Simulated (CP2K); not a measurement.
Two runs for the C K edge of hexafluoropropene. Run A: CP2K XAS_TDP, all-electron GAPW, PBEh(45%), aug-cc-pVDZ, TDA, no relativity. Run B has a fault in its input.

First lines with a strength over 0.0015. A:

| atom | energy (eV) | states | strength, one atom |
| --- | --- | --- | --- |
| C2 (bonded to C and 2 F) | 285.58 | 1 | 0.0707 |
|  | 288.04 | 1 | 0.0508 |
|  | 289.21 | 1 | 0.0210 |
|  | 291.68 | 1 | 0.0046 |
|  | 291.98 | 1 | 0.0069 |
| C4 (bonded to 2 C and F) | 284.09 | 1 | 0.0479 |
|  | 285.39 | 1 | 0.0401 |
|  | 288.15 | 1 | 0.0062 |
|  | 289.45 | 1 | 0.0054 |
|  | 289.61 | 1 | 0.0126 |
| C6 (bonded to C and 3 F) | 289.57 | 1 | 0.0529 |
|  | 289.84 | 1 | 0.0717 |
|  | 291.91 | 1 | 0.0556 |
|  | 293.05 | 1 | 0.0427 |
|  | 293.11 | 1 | 0.0252 |

B:

| atom | energy (eV) | states | strength, one atom |
| --- | --- | --- | --- |
| C2 (bonded to C and 2 F) | 284.13 | 1 | 0.0676 |
|  | 287.09 | 1 | 0.0532 |
|  | 288.96 | 1 | 0.0284 |
|  | 292.07 | 1 | 0.0210 |
|  | 293.49 | 1 | 0.0356 |
| C4 (bonded to 2 C and F) | 282.61 | 1 | 0.0465 |
|  | 284.45 | 1 | 0.0397 |
|  | 288.62 | 1 | 0.0309 |
|  | 290.40 | 1 | 0.0143 |
|  | 290.69 | 1 | 0.0148 |
| C6 (bonded to C and 3 F) | 288.23 | 1 | 0.0455 |
|  | 288.62 | 1 | 0.0724 |
|  | 291.07 | 1 | 0.0827 |
|  | 291.56 | 1 | 0.0584 |
|  | 292.33 | 1 | 0.0123 |

**Question.** What went wrong in run B?

The basis is far too small (basis from aug-cc-pVDZ to 3-21G*). Against PBEh(45%) in aug-cc-pVDZ, the leading lines move by -1.45 eV (C2, to 284.13), -1.48 eV (C4, to 282.61) and -1.34 eV (C6, to 288.23); the strength of C2's goes from 0.0707 to 0.0676. The next line of C2 over the strength cut lies 2.96 eV higher, against 2.46. Another fault could leave a like mark.

[Hosts, paths, dates, database ids (printed as entryN), source tags and the programs' standing remarks are cut or masked in the printed files.]
